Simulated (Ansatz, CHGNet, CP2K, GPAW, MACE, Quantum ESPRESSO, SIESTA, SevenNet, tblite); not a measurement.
**Running H11C3IN2 (P2_1/c) (68 atoms) with SIESTA**

Aim: run H11C3IN2 (P2_1/c) (68 atoms) in SIESTA and see how near its forces come to a plane-wave reference, and at what cost.

Method: the method is named at each step, in SIESTA 5.4.2.

## (1) The starting structure

The cell holds 68 atoms: 44 H, 12 C, 4 I and 8 N. Cell: a = 5.015 Å, b = 10.147 Å, c = 14.500 Å, α = 90.0°, β = 103.6°, γ = 90.0°. It derives from H11C3IN2 (P2_1/c), repeated 1×1×1. H11C3IN2, space group P2_1/c, structure from the Crystallography Open Database, 1 x 1 x 1 conventional cells; positions as listed; bonds to H set to neutron lengths (C-H 1.089, N-H 1.015, O-H 0.983, B-H 1.19 Å) where the listed ones are shorter Then every atom was moved at random, 0.03 Å r.m.s. a Cartesian component (hydrogen 0.6 of that).

The yardstick, on the same geometry:

* method: Kohn-Sham DFT, PBE, SSSP efficiency 1.3.0 pseudopotentials, plane waves (Quantum ESPRESSO 7.5); sssp-pbe-1.3.0-efficiency, cutoffs 60/480 Ry, Γ point
* r.m.s. force component: 1.381 eV/Å
* longest force: 6.682 eV/Å
* pressure: 3.688 GPa
* gap (highest filled to lowest empty level): 4.363 eV
* time: 43 s on 2 MPI ranks of Arm Neoverse V2, shared host
* CPU time: 87 s

## (2) PBE, DZP, shift 0.01 Ry, mesh 500 Ry

Method: Kohn-Sham DFT, PBE, PseudoDojo 0.4.1 norm-conserving pseudopotentials (converted to PSML), numerical atomic orbitals (DZP), diagonalisation.

The .psml files are PseudoDojo norm-conserving potentials that we converted to this format, checked against plane waves on the same files for H, C, O, Si, Ge and Ca alone.

Contents of input.fdf:

```
SystemLabel cell
NumberOfAtoms 68
NumberOfSpecies 4
%block ChemicalSpeciesLabel
  1 1 H
  2 6 C
  3 53 I
  4 7 N
%endblock ChemicalSpeciesLabel
LatticeConstant 1.0 Ang
%block LatticeVectors
  5.01520 0.00000 0.00000
  0.00000 10.14700 0.00000
  -3.40914 0.00000 14.09395
%endblock LatticeVectors
PAO.BasisSize DZP
PAO.EnergyShift 0.01 Ry
XC.Functional GGA
XC.Authors PBE
MeshCutoff 500 Ry
%block kgrid_Monkhorst_Pack
  1 0 0 0.0
  0 1 0 0.0
  0 0 1 0.0
%endblock kgrid_Monkhorst_Pack
SolutionMethod diagon
OccupationFunction FD
ElectronicTemperature 580 K
SCF.Mixer.Method Pulay
SCF.Mixer.Weight 0.15
SCF.Mixer.History 8
SCF.Mix Hamiltonian
MaxSCFIterations 300
SCF.DM.Tolerance 1e-04
SCF.H.Tolerance 1.0e-3 eV
WriteForces T
Write.HirshfeldPop T
Write.VoronoiPop T
Write.DM F
Write.H F
XML.Write F
AtomicCoordinatesFormat Fractional
%block AtomicCoordinatesAndAtomicSpecies
  0.02333 0.93564 0.29321 1
  0.96882 0.43182 0.20868 1
  0.96547 0.06900 0.70464 1
  0.03431 0.56695 0.79378 1
  0.88328 0.00106 0.37494 1
  0.11141 0.49905 0.12382 1
  0.11216 0.99842 0.62488 1
  0.88073 0.50358 0.87904 1
  0.18952 0.91997 0.40688 1
  0.81332 0.42204 0.09306 1
  0.81664 0.07959 0.59337 1
  0.18836 0.58232 0.90937 1
  0.87260 0.36019 0.34856 1
  0.12813 0.85921 0.15083 1
  0.12013 0.64258 0.65082 1
  0.87725 0.14541 0.84890 1
  0.17401 0.43392 0.36956 1
  0.83128 0.93757 0.13090 1
  0.82928 0.56156 0.63071 1
  0.16472 0.06264 0.86713 1
  0.82315 0.54600 0.43372 1
  0.17554 0.04856 0.06582 1
  0.17266 0.45596 0.56603 1
  0.82734 0.95217 0.93379 1
  0.62881 0.56265 0.31641 1
  0.36756 0.06189 0.18317 1
  0.37510 0.44010 0.68253 1
  0.63294 0.94109 0.81657 1
  0.02127 0.68663 0.27603 1
  0.98157 0.18736 0.22615 1
  0.98468 0.31727 0.72758 1
  0.01423 0.81447 0.77477 1
  0.19529 0.67844 0.39476 1
  0.80161 0.17898 0.10387 1
  0.80704 0.32424 0.60614 1
  0.20162 0.81777 0.89438 1
  0.63385 0.80715 0.31610 1
  0.35719 0.30880 0.18267 1
  0.35359 0.19268 0.68452 1
  0.64571 0.69219 0.81662 1
  0.80524 0.79399 0.44013 1
  0.19054 0.29423 0.06084 1
  0.18911 0.20611 0.55967 1
  0.81285 0.70464 0.94018 1
  0.83602 0.55455 0.36095 2
  0.16696 0.05424 0.14115 2
  0.15931 0.44325 0.63592 2
  0.83821 0.94120 0.86171 2
  0.99745 0.67695 0.34847 2
  0.01301 0.17686 0.15097 2
  0.99337 0.31911 0.64847 2
  0.98395 0.82202 0.84619 2
  0.83986 0.80111 0.36433 2
  0.14835 0.30191 0.13368 2
  0.15866 0.19980 0.62901 2
  0.84087 0.70038 0.87046 2
[... 8 atom lines left out ...]
  0.97079 0.43282 0.33325 4
  0.02122 0.93560 0.16439 4
  0.02237 0.55785 0.66781 4
  0.97488 0.06081 0.83344 4
%endblock AtomicCoordinatesAndAtomicSpecies
```

Launch:

```
$ OMP_NUM_THREADS=1 mpirun -np 2 siesta < input.fdf > output.txt
```

The program printed:

```text
Version         : 5.4.2
reinit: System Name:
reinit: System Label: cell
initatom: Reading input for the pseudopotentials and atomic orbitals ----------
Species number:   1 Atomic number:    1 Label: H
Species number:   2 Atomic number:    6 Label: C
Species number:   3 Atomic number:   53 Label: I
Species number:   4 Atomic number:    7 Label: N
Ground state valence configuration (from tables):   1s01  2p00  3d00  4f00
Ground state valence configuration (from tables):   2s02  2p02  3d00  4f00
Ground state valence configuration (from tables):   5s02  5p05  5d00  4f00
Ground state valence configuration (from tables):   2s02  2p03  3d00  4f00
---- Processing specs for species: H
GGA--PBE XC_GGA_X_PBE--XC_GGA_C_PBE pb
---- Processing specs for species: C
GGA--PBE XC_GGA_X_PBE--XC_GGA_C_PBE pb
---- Processing specs for species: I
GGA--PBE XC_GGA_X_PBE--XC_GGA_C_PBE pb
---- Processing specs for species: N
GGA--PBE XC_GGA_X_PBE--XC_GGA_C_PBE pb
H pseudopotential only contains V_ls up to l=1 -- lmxkb reset.
C pseudopotential only contains V_ls up to l=1 -- lmxkb reset.
I pseudopotential only contains V_ls up to l=2 -- lmxkb reset.
N pseudopotential only contains V_ls up to l=1 -- lmxkb reset.
Using PAO.SplitTailNorm
%block ChemicalSpeciesLabel
    1    1 H                       # Species index, atomic number, species label
    2    6 C                       # Species index, atomic number, species label
    3   53 I                       # Species index, atomic number, species label
    4    7 N                       # Species index, atomic number, species label
%endblock ChemicalSpeciesLabel
%block PAO.Basis                 # Define Basis set
H                     1                    # Species label, number of l-shells
 n=1   0   2 P   1                   # n, l, Nzeta, Polarization, NzetaPol
   5.233      3.529
   1.000      1.000
C                     2                    # Species label, number of l-shells
 n=2   0   2                         # n, l, Nzeta
   4.484      3.048
[...]
n=2   1   2 P   1                   # n, l, Nzeta, Polarization, NzetaPol
[...]
I                     2                    # Species label, number of l-shells
 n=5   0   2                         # n, l, Nzeta
[...]
n=5   1   2 P   1                   # n, l, Nzeta, Polarization, NzetaPol
[...]
N                     2                    # Species label, number of l-shells
 n=2   0   2                         # n, l, Nzeta
[...]
n=2   1   2 P   1                   # n, l, Nzeta, Polarization, NzetaPol
   4.781      3.167
   1.000      1.000
%endblock PAO.Basis
coor:   Atomic-coordinates input format  =     Fractional
siesta: System type = bulk
initatomlists: Number of atoms, orbitals, and projectors:     68   532   452
siesta: ******************** Simulation parameters ****************************
Total number of electrons:   160.000000
Total ionic charge:   160.000000
 Kpoints in:            1 . Kpoints trimmed:            1
siesta: k-grid: Number of k-points = 1
siesta: k-points from Monkhorst-Pack grid
siesta: k-cutoff (effective) =     2.508 Ang
siesta: k-point supercell and displacements
siesta: k-grid:     1     0     0      0.000
siesta: k-grid:     0     1     0      0.000
siesta: k-grid:     0     0     1      0.000
                     ====================================
                        Single-point calculation
                     ====================================
outcell: Unit cell vectors (Ang):
        5.015200    0.000000    0.000000
        0.000000   10.147000    0.000000
       -3.409140    0.000000   14.093950
outcell: Cell vector modules (Ang)   :    5.015200   10.147000   14.500402
outcell: Cell angles (23,13,12) (deg):     90.0000    103.5979     90.0000
outcell: Cell volume (Ang**3)        :    717.2303
Gamma-point calculation with interaction between periodic images
Gamma-point calculation with interaction between periodic images
Some features might not work optimally:
Some features might not work optimally:
e.g. DM initialization from atomic data
e.g. DM initialization from atomic data
new_DM -- step:     1
Initializing Density Matrix...
Attempting to read DM from file... Failed...
DM filled with atomic data:
InitMesh: MESH = 72 x 144 x 192 = 1990656
InitMesh: Mesh cutoff (required, used) =   500.000   512.907 Ry
stepf: Fermi-Dirac step function
        iscf     Eharris(eV)        E_KS(eV)     FreeEng(eV)     dDmax    Ef(eV) dHmax(eV)
   scf:    1    -6368.778160    -6327.785056    -6327.785056  1.948365 -3.970762  6.743148
   scf:    2    -6335.674139    -6331.988696    -6331.988696  0.045176 -3.767892  4.234559
   scf:    3    -6336.627262    -6335.261869    -6335.261869  0.086899 -3.340108  0.787055
[...]
scf:   10    -6335.499924    -6335.499922    -6335.499922  0.000155 -3.150525  0.000782
   scf:   11    -6335.499923    -6335.499923    -6335.499923  0.000051 -3.150426  0.000490
SCF Convergence by DM+H criterion
max |DM_out - DM_in|         :     0.0000514772
max |H_out - H_in|      (eV) :     0.0004904619
SCF cycle converged after 11 iterations
Using DM_out to compute the final energy and forces
siesta: E_KS(eV) =            -6335.4999
siesta: E_KS - E_eggbox =     -6335.4999
siesta: Atomic forces (eV/Ang):
     1    0.797099    0.364366   -2.373398
     2   -0.918114    0.616473    2.793539
     3   -1.407134   -0.516260    4.492929
[...]
67    2.292236    0.228782    1.396709
    68   -3.470706   -0.544494   -2.282283
----------------------------------------
   Tot    0.001609    0.002150    0.000094
----------------------------------------
   Max    5.447120
   Res    1.631368    sqrt( Sum f_i^2 / 3N )
----------------------------------------
   Max    5.447120    constrained
Stress tensor Voigt[x,y,z,yz,xz,xy] (kbar):      -80.31      -25.16      -62.47        0.51       -6.97        2.34
(Free)E + p*V (eV/cell)    -6310.4391
Target enthalpy (eV/cell)    -6335.4999
siesta: Program's energy decomposition (eV):
siesta: Ebs     =     -2057.407623
siesta: Eions   =     10553.685744
siesta: Ena     =      2861.360169
siesta: Ekin    =      3931.358280
siesta: Enl     =      -189.718378
siesta: DEna    =      -166.998080
siesta: DUscf   =        16.633099
siesta: Ex      =     -2048.855970
siesta: Ec      =      -185.593297
siesta: Exc     =     -2234.449268
siesta: Eharris =     -6335.499923
siesta: Etot    =     -6335.499923
siesta: FreeEng =     -6335.499923
siesta: Final energy (eV):
siesta:  Band Struct. =   -2057.407623
siesta:       Kinetic =    3931.358280
siesta:       Hartree =    2882.127841
siesta:         Exch. =   -2048.855970
siesta:         Corr. =    -185.593297
siesta:   Exch.-corr. =   -2234.449268
siesta:  Ion-electron =   -9338.880281
siesta:       Ion-ion =   -1575.656495
siesta:         Total =   -6335.499923
siesta:         Fermi =      -3.150426
siesta: Stress tensor (static) (eV/Ang**3):
siesta:    -0.050128    0.001462   -0.004350
siesta:     0.001462   -0.015704    0.000316
siesta:    -0.004350    0.000316   -0.038992
siesta: Cell volume =        717.230325 Ang**3
siesta: Pressure (static):
siesta:                Solid            Molecule  Units
siesta:           0.00038056          0.00051362  Ry/Bohr**3
siesta:           0.03494116          0.04715842  eV/Ang**3
siesta:          55.98190655         75.55611623  kBar
    Orbital volume contribution        =          19.877864 eV
    (Free)E + p_basis*V_orbitals       =       -6315.622058 eV
    (Free)Eharris+ p_basis*V_orbitals  =       -6315.622059 eV
Hirshfeld Atomic Populations:
Atom #   charge [q] valence [e]  Species
     1     0.082350    0.917650  H
     2     0.083206    0.916794  H
     3     0.082511    0.917489  H
[...]
43     0.013119    0.986881  H
    44     0.011032    0.988968  H
    45     0.009116    3.990884  C
    46     0.005768    3.994232  C
    47     0.006277    3.993723  C
[...]
55     0.035663    3.964337  C
    56     0.021330    3.978670  C
    57    -0.312470    7.312470  I
    58    -0.311645    7.311645  I
    59    -0.318182    7.318182  I
    60    -0.314116    7.314116  I
    61     0.020525    4.979475  N
    62     0.022017    4.977983  N
    63     0.012190    4.987810  N
[...]
67    -0.121178    5.121178  N
    68    -0.132483    5.132483  N
--------------------
 Total     0.000001
```

Wall time 54 s (2 MPI ranks of Arm Neoverse V2, shared host); peak memory 1.2 GiB.

Banners and routine set-up lines are dropped from the logs; longer cuts are marked.

Compared with the plane-wave run:

- r.m.s. force component: 1.631 eV/Å
- r.m.s. difference of force components: 371.5 meV/Å
- longest difference of force vectors: 1163 meV/Å
- force difference over r.m.s. force: 26.91 %
- slope of forces against the reference's: 1.162
- correlation of force components: 0.9833
- gap (highest filled to lowest empty level): 4.598 eV
- gap difference: 0.2348 eV
- pressure: 5.598 GPa
- pressure difference: 1.911 GPa

This run lies far from the reference at the same functional.

Length of the force difference by element (eV/Å):

```
element  atoms   mean   most
      C     12   0.54   0.81
      H     44   0.68    1.2
      I      4  0.051  0.055
      N      8   0.60   0.82
```

Levels nearest the highest filled one (eV from it): -0.79, -0.70, -0.51, -0.43, -0.40, -0.34, -0.25, -0.21, -0.08, -0.05, -0.04, 0.00, 4.60, 4.96, 5.09, 5.22, 5.24, 5.36, 5.67, 5.70, 6.02, 6.11, 6.31, 6.54.

The surroundings of I59, one of the 4 I atoms, nearest first, numbered as they follow in the input and with coordinates relative to it.

```
atom      x      y      z  distance (Å)  bonds  Hirshfeld charge (e)     Fx     Fy  Fz (eV/Å)
 I59   0.00   0.00   0.00          0.00      0                 -0.32   0.19  -0.13       0.01
  H5   1.86  -1.79  -0.45          2.62      1                  0.09  -1.25   2.00       0.67
 H13   1.90   1.85  -0.83          2.78      1                  0.05  -2.65  -4.50       1.52
 H11   0.78  -1.00   2.62          2.91      1                  0.09  -1.39  -0.37      -1.46
 H43  -2.25   0.29   2.15          3.13      1                  0.01   0.97  -0.37      -2.18
  H9  -1.73  -2.61   0.00          3.13      1                  0.09  -0.14   0.27       0.32
 H17  -1.68   2.60  -0.53          3.14      1                  0.07   0.20  -0.51       0.24
 H35   0.69   1.49   2.80          3.25      1                  0.01  -4.73   0.15      -3.58
 H30  -2.15   0.10  -2.55          3.34      1                  0.00   0.18  -0.46      -0.44
```

Forces lie 27 % from the reference's, at 1.3 times its CPU time.

## (3) PBE, SZ, shift 0.01 Ry, mesh 500 Ry

Method: Kohn-Sham DFT, PBE, PseudoDojo 0.4.1 norm-conserving pseudopotentials (converted to PSML), numerical atomic orbitals (SZ), diagonalisation.

input.fdf, as its differences from that of step 2:

```diff
@@ -15,3 +15,3 @@
 %endblock LatticeVectors
-PAO.BasisSize DZP
+PAO.BasisSize SZ
 PAO.EnergyShift 0.01 Ry
```

Launch:

```
$ OMP_NUM_THREADS=1 siesta < input.fdf > output.txt
```

The program printed:

```text
Version         : 5.4.2
reinit: System Name:
reinit: System Label: cell
initatom: Reading input for the pseudopotentials and atomic orbitals ----------
Species number:   1 Atomic number:    1 Label: H
Species number:   2 Atomic number:    6 Label: C
Species number:   3 Atomic number:   53 Label: I
Species number:   4 Atomic number:    7 Label: N
[... lines left out ...]
SCF Convergence by DM+H criterion
[... lines left out ...]
SCF cycle converged after 10 iterations
[... lines left out ...]
   Max    9.527229
[... lines left out ...]
   Max    9.527229    constrained
Stress tensor Voigt[x,y,z,yz,xz,xy] (kbar):     -243.41     -107.31     -192.56        1.70      -26.23        5.90
[... lines left out ...]
siesta: FreeEng =     -6269.781570
[... lines left out ...]
siesta:         Fermi =      -2.063960
[... lines left out ...]
siesta:         181.09342072        288.14753308  kBar
[... lines left out ...]
    (Free)E + p_basis*V_orbitals       =       -6260.517990 eV
    (Free)Eharris+ p_basis*V_orbitals  =       -6260.517990 eV
Hirshfeld Atomic Populations:
Atom #   charge [q] valence [e]  Species
     1     0.088998    0.911002  H
     2     0.087822    0.912178  H
     3     0.088713    0.911287  H
[...]
43     0.032465    0.967535  H
    44     0.027969    0.972031  H
    45     0.020456    3.979544  C
    46     0.019766    3.980234  C
    47     0.017758    3.982242  C
[...]
55     0.043629    3.956371  C
    56     0.031493    3.968507  C
    57    -0.478623    7.478623  I
    58    -0.476851    7.476851  I
    59    -0.498716    7.498716  I
    60    -0.482417    7.482417  I
    61     0.029383    4.970617  N
    62     0.032003    4.967997  N
    63     0.026261    4.973739  N
[...]
67    -0.147444    5.147444  N
    68    -0.162706    5.162706  N
--------------------
 Total    -0.000003
```

Elapsed: 35 s, on 1 thread; peak memory 0.53 GiB.

Compared with the plane-wave run:

| Item | Value |
| --- | --- |
| r.m.s. force component | 3.203 eV/Å |
| r.m.s. difference of force components | 2251 meV/Å |
| longest difference of force vectors | 6209 meV/Å |
| force difference over r.m.s. force | 163 % |
| slope of forces against the reference's | 1.863 |
| correlation of force components | 0.8029 |
| gap (highest filled to lowest empty level) | 4.021 eV |
| gap difference | -0.3428 eV |
| pressure | 18.11 GPa |
| pressure difference | 14.42 GPa |

This is a coarse setting, run to see what it loses.

Against the first run (27 %), the force difference from the reference is 163 %, at 0.32 times the CPU time (on 1 against 2 cores), with 140 basis functions against 532: the smaller basis costs accuracy.

## (4) PBE, SZP, shift 0.01 Ry, mesh 500 Ry

Method: Kohn-Sham DFT, PBE, PseudoDojo 0.4.1 norm-conserving pseudopotentials (converted to PSML), numerical atomic orbitals (SZP), diagonalisation.

input.fdf, as its differences from that of step 3:

```diff
@@ -15,3 +15,3 @@
 %endblock LatticeVectors
-PAO.BasisSize SZ
+PAO.BasisSize SZP
 PAO.EnergyShift 0.01 Ry
```

The program printed:

```text
Version         : 5.4.2
reinit: System Name:
reinit: System Label: cell
initatom: Reading input for the pseudopotentials and atomic orbitals ----------
Species number:   1 Atomic number:    1 Label: H
Species number:   2 Atomic number:    6 Label: C
Species number:   3 Atomic number:   53 Label: I
Species number:   4 Atomic number:    7 Label: N
[... lines left out ...]
SCF Convergence by DM+H criterion
[... lines left out ...]
SCF cycle converged after 10 iterations
[... lines left out ...]
   Max    6.733062
[... lines left out ...]
   Max    6.733062    constrained
Stress tensor Voigt[x,y,z,yz,xz,xy] (kbar):     -137.64      -26.73     -112.86        1.27      -16.00        3.48
[... lines left out ...]
siesta: FreeEng =     -6298.276894
[... lines left out ...]
siesta:         Fermi =      -2.459922
[... lines left out ...]
siesta:          92.41120602        144.68158087  kBar
[... lines left out ...]
    (Free)E + p_basis*V_orbitals       =       -6281.301384 eV
    (Free)Eharris+ p_basis*V_orbitals  =       -6281.301384 eV
Hirshfeld Atomic Populations:
Atom #   charge [q] valence [e]  Species
     1     0.086059    0.913941  H
     2     0.086225    0.913775  H
     3     0.085812    0.914188  H
[...]
43     0.028327    0.971673  H
    44     0.025440    0.974560  H
    45    -0.008370    4.008370  C
    46    -0.011171    4.011171  C
    47    -0.011838    4.011838  C
[...]
55     0.017694    3.982306  C
    56     0.003120    3.996880  C
    57    -0.334489    7.334489  I
    58    -0.332892    7.332892  I
    59    -0.344600    7.344600  I
    60    -0.337295    7.337295  I
    61     0.001764    4.998236  N
    62     0.003642    4.996358  N
    63    -0.005740    5.005740  N
[...]
67    -0.141190    5.141190  N
    68    -0.153947    5.153947  N
--------------------
 Total    -0.000002
```

Wall time 83 s (1 thread); peak memory 0.87 GiB.

Compared with the plane-wave run:

```
r.m.s. force component                           : 2.262 eV/Å
r.m.s. difference of force components            : 1207 meV/Å
longest difference of force vectors              : 3211 meV/Å
force difference over r.m.s. force               : 87.4 %
slope of forces against the reference's          : 1.461
correlation of force components                  : 0.8914
gap (highest filled to lowest empty level) : 4.648 eV
gap difference                                   : 0.2847 eV
pressure                                         : 9.241 GPa
pressure difference                              : 5.553 GPa
```

This is a coarse setting, run to see what it loses.

Against the first run (27 %), the force difference from the reference is 87 %, at 0.76 times the CPU time (on 1 against 2 cores), with 392 basis functions against 532: the smaller basis costs accuracy.

(Continued in part 2 of 2.)

[Long decimals in the printed logs are rounded to 6 places.]

[Also dropped from logs without a mark: lines with file paths, logging warnings of Python, QE's lines on negative density and diagonalisation, SIESTA's first energy breakdown, zero terms and Voronoi charges.]

[Logs are printed without paths, hosts, clocks, repeated set-up lines and the standing remarks that a program may print on its own settings, such as how far it seeks lower states.]

[Hosts, paths, dates, database ids (printed as entryN), source tags and the programs' standing remarks are cut or masked in the printed files.]

[Most failed runs of this program on this cell are left out, timed-out ones always.]
